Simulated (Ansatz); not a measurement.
# CaH2S2 (built on the sites of a database entry of CaH2O2): phonons and vibrational spectra, part 2 of 3

Task: relax CaH2S2 (built on the sites of a database entry of CaH2O2), then find its harmonic phonons.

Ansatz 0.2.0; DFT PBEsol, scalar-relativistic, plane waves, PAW.

So far. Step 4 (Tight relaxation): The largest force component left is 0.17 meV/Å and the pressure is 0.001 GPa, within the tolerances set. The cell now holds 18.73 Å³/atom. The relaxed cell has a = 4.324, c = 5.785 Å (conventional setting).

The structure was built from a prototype and need not be the compound's stable phase.

## Step 5: Linear response at the zone centre

The zone centre comes first: it holds the modes that light can see, as far as symmetry allows. The response to a homogeneous field gives the Born charges and the dielectric tensor, and its change with displacement the Raman tensors.

The input, input.yaml:

```yaml
crystal:
  lattice:
    - [4.3236979803, 0.0, 0.0]
    - [-2.1618489902, 3.7444322892, 0.0]
    - [0.0, 0.0, 5.7849619197]
  atoms:
    - { symbol: Ca, position: [0.0, 0.0, 0.0] }
    - { symbol: H, position: [0.3333333333, 0.6666666667, 0.5379721974] }
    - { symbol: H, position: [0.6666666667, 0.3333333333, 0.4620278026] }
    - { symbol: S, position: [0.3333333333, 0.6666666667, 0.7727854978] }
    - { symbol: S, position: [0.6666666667, 0.3333333333, 0.2272145022] }
kpoints:
  mp_grid: { grid: [6, 6, 4] }
hamiltonian:
  xc: pbesol
scf:
  occupations: { method: fixed }
output:
  eigenvalues: true
phonons:
  method: dfpt
  dielectric: true
  rigid_motions: translations
  raman: true
```

Started as:

```bash
$ ansatz run input.yaml --threads 8 --pin off --max-ram 14336MiB --backend cpu --events-out ev --progress --plain --runs-dir out
```

Numbers of over 12 decimals in the logs are rounded to 6 here.

The log of the run:

```text
[...]
Crystal: 5 atoms, lattice volume = 93.657 Å³
Basis set: ecut = 420 eV, 1825 PW (Γ), exchange–correlation on 60×60×80 points (8 copies of the dense FFT grid, shifted against one another)
Bands: 17, of which v1, the nominal top of the filled ones, is band 12 counted from 1 (11 counted from 0)
Symmetry: 12 space group operations
k-points: 47 of 144 (irreducible under 2 space group operations, time reversal used)
[...]
SCF iter   1: F=—  HF=-3599.408344 eV  |F-HF|=—  |Δ(HF+E_count)|=         —  Δρ=4.65e-3  dr2=2.36e-2  ethr=1.77e-3  ⟨swp⟩=4.7  Hψ=3855  notcnv=0  defer=129
[...]
SCF iter   9: F=-3599.402737 eV  HF=-3599.402737 eV  |F-HF|=1.18e-11  |Δ(HF+E_count)|=  8.45e-10  Δρ=1.08e-7  dr2=1.46e-11  ethr=1.00e-12  ⟨swp⟩=14.3  Hψ=6692  notcnv=0
SCF 1 converged in 9 iterations: F = -3599.402737 eV  dr2 = 1.46e-11
[...]
DFPT response loops at Γ: preconditioner auto → Resta (q_TF=auto, 2.174 Å⁻¹)  ε∞=4.3 (no band partly filled); β = 1.00, the filter's whole step (`scf.mixing.beta` (0.50) is not read by the response loops at its default; to damp them type it under 1.00, their step now; it binds the ground state too); Broyden in place of MSR1
── the response to a field inside a basis, on 8×8×6 k-points: an SCF that follows is theirs, and a resumed run solves both again ──
Bands: 13, of which v1, the nominal top of the filled ones, is band 12 counted from 1 (11 counted from 0)
k-points: 108 of 384 (irreducible under 4 space group operations)
[...]
Eigensolver: Dense (108 Hₖ)
SCF iter   1: F=—  HF=-3599.400713 eV  |F-HF|=—  |Δ(HF+E_count)|=         —  Δρ=1.33e-4  dr2=3.22e-6  ethr=1.00e-1
[...]
SCF iter   5: F=-3599.400717 eV  HF=-3599.400717 eV  |F-HF|=6.59e-11  |Δ(HF+E_count)|=  7.22e-10  Δρ=1.36e-7  dr2=3.13e-11  ethr=2.19e-12
SCF 1 converged in 5 iterations: F = -3599.400717 eV  dr2 = 3.13e-11
[...]
SCF converged after 9 iterations
Free energy (F): -3599.402737 eV
[...]
Internal energy: -3599.402737 eV  (E = F + TS)
E sigma→0 (E₀):  -3599.402737 eV
Fermi energy:    2.678850 eV
[...]
--- Band table (eV; the first three rows and the last of 47) ---
  k-point 0: bands = [... 8 lower, 1.3863, 1.3863, 2.6789, 2.6789, 6.4027, 6.5173, 7.3038, 7.6978, ... 1 higher]
  k-point 1: bands = [... 8 lower, 1.4525, 1.4525, 2.5729, 2.5729, 6.3305, 7.0726, 7.6011, 7.6011, ... 1 higher]
  k-point 2: bands = [... 8 lower, 1.5321, 1.5321, 2.4546, 2.4546, 6.3932, 7.5094, 7.5094, 7.5855, ... 1 higher]
  k-point 46: bands = [... 8 lower, 0.8109, 1.3946, 1.5237, 2.0538, 6.7629, 7.2401, 8.1703, 8.6923, ... 1 higher]
--- Phonons (Γ-DFPT): 6 representative perturbations + reference, on 47 of 144 k-points (Σ response iterations 19) ---
  k mesh reduced under 2 symmetry operations, with k and −k counted as one. Each operation leaves every solved perturbation unchanged. A smaller set is not considered because the run solves the response to a homogeneous field
  ASR residual: 1.227e-4 → 0.000e0 eV/Å²; symmetrization residual: 8.437e-7 eV/Å²
  ASR residual per site (eV/Å²): 6.21e-5 1.83e-5 1.83e-5 1.23e-4 1.23e-4
  Γ frequencies (cm⁻¹): 0.00 0.00 0.00 153.51 153.51 202.56 205.80 205.80 226.51 250.23 250.23 464.62 464.62 2557.41 2562.73
  ε∞ (high-frequency dielectric tensor):
        3.791704    -0.000000     0.000000
       -0.000000     3.791704     0.000000
        0.000000     0.000000     3.493281
  ε⁰ (static dielectric tensor: ions relaxed, cell fixed):
        6.388398     0.000000     0.000000
       -0.000000     6.388398    -0.000000
        0.000000    -0.000000     4.794723
  ε⁰ − ε∞ (ionic part):
        2.596695     0.000000     0.000000
        0.000000     2.596695    -0.000000
        0.000000    -0.000000     1.301443
  softest optical mode at Γ: 153.51 cm⁻¹; the repairs (sum rule, projections) moved no ω² at Γ by more than (2.89 cm⁻¹)²
  Born effective charges Z* (e; rows j = field, columns β = displacement):
    site 0:
         2.44598   -0.00000    0.00000
        -0.00000    2.44598    0.00000
         0.00000    0.00000    1.76099
    site 1:
         0.11708   -0.00000    0.00000
        -0.00000    0.11708    0.00000
         0.00000    0.00000    0.26460
    site 2:
         0.11708   -0.00000    0.00000
        -0.00000    0.11708    0.00000
         0.00000    0.00000    0.26460
    site 3:
        -1.34007    0.00000   -0.00000
         0.00000   -1.34007   -0.00000
        -0.00000   -0.00000   -1.14510
    site 4:
        -1.34007    0.00000   -0.00000
         0.00000   -1.34007   -0.00000
        -0.00000   -0.00000   -1.14510
  Z* charge neutrality: 5.226e-4 e pre-enforcement
  solved inside a basis spanned on kpoints, on 8×8×6 k-points: ε∞ is read to err by 8.8e-3, Z* by 1.1e-2 e (field_mesh: kpoints solves on kpoints); Z* is corrected for what the basis lacks
  Raman tensors (in the event stream and the table raman_tensors.tsv): an entry may err by 1.0e-2 Å², one of the second-order susceptibility by 1.1e-20 pm/V (basis, points and sum rule); their sum over the sites missed zero by 1.776e-15 Å² ahead of its enforcement
  optical modes at Γ without the LO–TO term, one row a degenerate level:
      ω (cm⁻¹)  modes    IR ((D/Å)²/amu)  static Raman (Å⁴/amu)  depolarisation
        153.51      2             0.0000                 2.5411           0.750
        202.56      1             0.0000                22.4694           0.041
        205.80      2             2.0226                 0.0000               —
        226.51      1             2.9012                 0.0000               —
        250.23      2            11.2896                 0.0000               —
        464.62      2             0.0000               232.5198           0.750
       2557.41      1             0.0000              5345.8453           0.077
       2562.73      1             3.9761                 0.0000               —
  optical modes at Γ + LO–TO along q̂ = [1.0000, 0.0000, 0.0000]:
      ω (cm⁻¹)  modes    IR ((D/Å)²/amu)  static Raman (Å⁴/amu)  depolarisation
        153.51      2             0.0000                 2.5411           0.750
        202.56      1             0.0000                22.4694           0.041
        205.80      1             1.0113                 0.0000               —
        210.88      1             0.1142                 0.0000               —
        226.51      1             2.9012                 0.0000               —
        250.23      1             5.6448                 0.0000               —
        316.98      1             6.5418                 0.0000               —
        464.62      2             0.0000               232.5198           0.750
       2557.41      1             0.0000              5345.8453           0.077
       2562.73      1             3.9761                 0.0000               —
  optical modes at Γ + LO–TO along q̂ = [0.0000, 1.0000, 0.0000]:
      ω (cm⁻¹)  modes    IR ((D/Å)²/amu)  static Raman (Å⁴/amu)  depolarisation
        153.51      2             0.0000                 2.5411           0.750
        202.56      1             0.0000                22.4694           0.041
        205.80      1             1.0113                 0.0000               —
        210.88      1             0.1142                 0.0000               —
        226.51      1             2.9012                 0.0000               —
        250.23      1             5.6448                 0.0000               —
        316.98      1             6.5418                 0.0000               —
        464.62      2             0.0000               232.5198           0.750
       2557.41      1             0.0000              5345.8453           0.077
       2562.73      1             3.9761                 0.0000               —
  optical modes at Γ + LO–TO along q̂ = [0.0000, 0.0000, 1.0000]:
      ω (cm⁻¹)  modes    IR ((D/Å)²/amu)  static Raman (Å⁴/amu)  depolarisation
        153.51      2             0.0000                 2.5411           0.750
        202.56      1             0.0000                22.4694           0.041
        205.80      2             2.0226                 0.0000               —
        250.23      2            11.2896                 0.0000               —
        264.85      1             2.8781                 0.0000               —
        464.62      2             0.0000               232.5198           0.750
       2557.41      1             0.0000              5345.8453           0.077
       2567.80      1             3.9991                 0.0000               —
```

Wall time 57 s (8 threads of Intel Xeon Platinum 8375C at 2.90GHz (Ice Lake), shared host); peak memory 1.8 GiB; 6.9 min of CPU time.

Reading the cycles: dr2 is the Hartree energy of the density residual (eV), the measure of convergence; HF is the Harris–Foulkes estimate of the energy, which meets the free energy F at convergence.

Numbers from this step:

| Property | Result |
| --- | --- |
| sum-rule residual before enforcement | 1.23e-4 eV/Å² |
| miss of the charge sum rule | 5.23e-4 e |
| estimated error of the dielectric tensor | 0.008802 |
| estimated error of the Born charges | 0.01086 e |
| point group | -3m |
| highest optical mode at the zone centre (no LO-TO term) | 2563 cm⁻¹ |
| lowest optical zone-centre mode | 153.5 cm⁻¹ |
| mean high-frequency dielectric constant | 3.692 |
| largest Born charge (third of the trace) | 2.218 e |
| mean static dielectric constant | 5.857 |
| top of the zone-centre spectrum with the field | 2568 cm⁻¹ |

Without the LO-TO term. Patterns of degenerate modes are one choice out of their space. The modes at Γ (shares of kinetic energy by element, %):

| mode | frequency (cm⁻¹) | symmetry | Ca % | H % | S % |
| --- | --- | --- | --- | --- | --- |
| 1 | 0.0 | acoustic | 38 | 2 | 60 |
| 2 | 0.0 | acoustic | 38 | 2 | 60 |
| 3 | 0.0 | acoustic | 38 | 2 | 60 |
| 4 | 153.5 | Eg | 0 | 1 | 99 |
| 5 | 153.5 | Eg | 0 | 1 | 99 |
| 6 | 202.6 | A1g | 0 | 3 | 97 |
| 7 | 205.8 | Eu | 34 | 56 | 11 |
| 8 | 205.8 | Eu | 34 | 56 | 11 |
| 9 | 226.5 | A2u | 62 | 1 | 37 |
| 10 | 250.2 | Eu | 29 | 42 | 29 |
| 11 | 250.2 | Eu | 29 | 42 | 29 |
| 12 | 464.6 | Eg | 0 | 99 | 1 |
| 13 | 464.6 | Eg | 0 | 99 | 1 |
| 14 | 2557.4 | A1g | 0 | 97 | 3 |
| 15 | 2562.7 | A2u | 0 | 97 | 3 |

Displacements in mode 4 (153.5 cm⁻¹), the largest set to 1:
```
Ca1  0.00  0.00  0.00
H2   0.45 -0.58  0.00
H3  -0.45  0.58  0.00
S4   0.79 -1.00  0.00
S5  -0.79  1.00  0.00
```

Displacements in mode 15 (2562.7 cm⁻¹), the largest set to 1:
```
Ca1  0.00  0.00  0.00
H2   0.00  0.00  1.00
H3   0.00  0.00  1.00
S4   0.00  0.00 -0.03
S5   0.00  0.00 -0.03
```

Optical modes at the zone centre, without and with the macroscopic field of the longitudinal modes; each column is sorted by frequency, so a row need not hold one and the same mode. Modes with and without the field, by row:

| rank among optical modes | no field (cm⁻¹) | q along (1, 0, 0) (cm⁻¹) | q along (0, 0, 1) (cm⁻¹) |
| --- | --- | --- | --- |
| 1 | 153.5 | 153.5 | 153.5 |
| 2 | 153.5 | 153.5 | 153.5 |
| 3 | 202.6 | 202.6 | 202.6 |
| 4 | 205.8 | 205.8 | 205.8 |
| 5 | 205.8 | 210.9 | 205.8 |
| 6 | 226.5 | 226.5 | 250.2 |
| 7 | 250.2 | 250.2 | 250.2 |
| 8 | 250.2 | 317 | 264.9 |
| 9 | 464.6 | 464.6 | 464.6 |
| 10 | 464.6 | 464.6 | 464.6 |
| 11 | 2557 | 2557 | 2557 |
| 12 | 2563 | 2563 | 2568 |

Born charge (rows field, columns displacement) (e), principal values of the symmetric part by kind of site:

| atom | atoms with these values | low | middle | high | mean |
| --- | --- | --- | --- | --- | --- |
| Ca1 | 1 | 1.76 | 2.45 | 2.45 | 2.22 |
| H2 | 2 | 0.12 | 0.12 | 0.26 | 0.17 |
| S4 | 2 | -1.34 | -1.34 | -1.15 | -1.28 |

In full for S4:

```
-1.34  0.00  0.00
 0.00 -1.34  0.00
 0.00  0.00 -1.15
```

High-frequency dielectric tensor:

```
3.79 0.00 0.00
0.00 3.79 0.00
0.00 0.00 3.49
```

Static dielectric tensor (ions relaxed, fixed cell):

```
6.39 0.00 0.00
0.00 6.39 0.00
0.00 0.00 4.79
```

Transverse modes. Infrared lines, with heights relative to the strongest:

| position (cm⁻¹) | label | relative intensity |
| --- | --- | --- |
| 154 | Eg | 0.0 |
| 203 | A1g | 0.0 |
| 206 | Eu | 18 |
| 226 | A2u | 26 |
| 250 | Eu | 100 |
| 465 | Eg | 0.0 |
| 2557 | A1g | 0.0 |
| 2563 | A2u | 35 |

Activity x (w_L - w)^4 (n + 1)/w, 532 nm, 300 K; modes without the macroscopic field alone. Raman lines, with heights relative to the strongest:

| position (cm⁻¹) | label | relative intensity |
| --- | --- | --- |
| 154 | Eg | 2.6 |
| 203 | A1g | 15 |
| 206 | Eu | 0.0 |
| 226 | A2u | 0.0 |
| 250 | Eu | 0.0 |
| 465 | Eg | 44 |
| 2557 | A1g | 100 |
| 2563 | A2u | 0.0 |

Before it was imposed, the acoustic sum rule was missed by 1.2e-4 eV/Å² and the charge sum rule by 5.2e-4 e. Small misses are needed for a sound result but don't prove that mesh and cutoff are converged. The lowest optical mode is real, 154 cm⁻¹.

[end of part 2 of 3]

[Logs are printed without paths, hosts, clocks, repeated set-up lines and the standing remarks that a program may print on its own settings, such as how far it seeks lower states.]

[Hosts, paths, dates, database ids (printed as entryN), source tags and the programs' standing remarks are cut or masked in the printed files.]
